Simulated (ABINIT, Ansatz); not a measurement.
Computed results, one entry a study.

```
Tellurium (P3_121, 3 atoms a cell): G0W0 with ABINIT, start to end
1.0
     4.45400    0.00000    0.00000
    -2.22700    3.85728    0.00000
     0.00000    0.00000    5.92400
Te
3
Direct
  0.26900 0.00000 0.33333
  0.00000 0.26900 0.66667
  0.73100 0.73100 0.00000
# method: RPA screening on PBE, plane waves, norm-conserving pseudopotentials (and 2 further levels or steps)
# program: ABINIT 10.8.3
# settings: cutoff 34 Ha, PseudoDojo scalar-relativistic 0.4.1 standard, norm-conserving, ngkpt (3, 3, 2), nband 677, ecuteps 10 Ha, inclvkb 2, shiftk (0, 0, 0), symchi 1, awtr 1, frequency ppm, 3×3×2 k-mesh
# cost: 5 runs, 43 min in all on 4 MPI ranks of Arm Neoverse V1, shared host
# notes: The database entry behind the starting cell differs from other determinations of this structure. The program’s warnings: nkpt*nsppol () is not a multiple of nproc spkpt (). The cell and positions come from the Crystallography Open Database and are kept as given unless a step says otherwise. Limits: screening runs away on this mesh; no spin-orbit coupling. The 3×3×2 mesh is coarse for this cell, which bears on the long-range parts of exchange and screening. The norm-conserving file of at least one element keeps a d shell over frozen s and p shells of the same row. Exchange with those shells is missing from the self-energy, an error of 0.3 to 0.9 eV in cases checked, whose sign depends on which edge lies on those atoms. On this mesh the RPA ε∞ passes 90, more than nearly any semiconductor shows; a coarse mesh does this where one point with a narrow direct gap carries much weight. The screening is then too strong, and the G0W0 gap should not be taken as the material’s.
# PBE gap: 0.16 eV, indirect (only 14 meV under the direct gap)
# G0W0 gap on the mesh: 0.51 eV
# GW settings: 3×3×2 mesh, 677 bands, screening to 272.1 eV, Godby-Needs plasmon pole
```

[Long decimals in the printed logs are rounded to 6 places.]

[Logs are printed without paths, hosts, clocks, repeated set-up lines and the standing remarks that a program may print on its own settings, such as how far it seeks lower states.]

[Paths, hosts, dates, memory and timing lines, banners, echoed tables and standing remarks are left out of the program output; an Ansatz launch command may be rebuilt from the run's recorded settings. Measured values are a selection of at most five: reports struck by readers or far from the other reports are left out. None is set beside runs whose start may be inverted or whose files or cutoffs have a known fault.]

[Runs of the session that timed out or met a known fault of the program may be left out.]

[Hosts, paths, dates, database ids (printed as entryN), source tags and the programs' standing remarks are cut or masked in the printed files.]

[G0W0 gaps are taken among the corrected bands and points alone; a level outside them can change the order at an edge.]

[Where Ansatz stands beside ABINIT at settings called matched, ABINIT's density can come from a denser mesh and the files from another edition; pairs whose starting gaps differed by over 0.03 eV were left out, so agreement reads better than it is.]
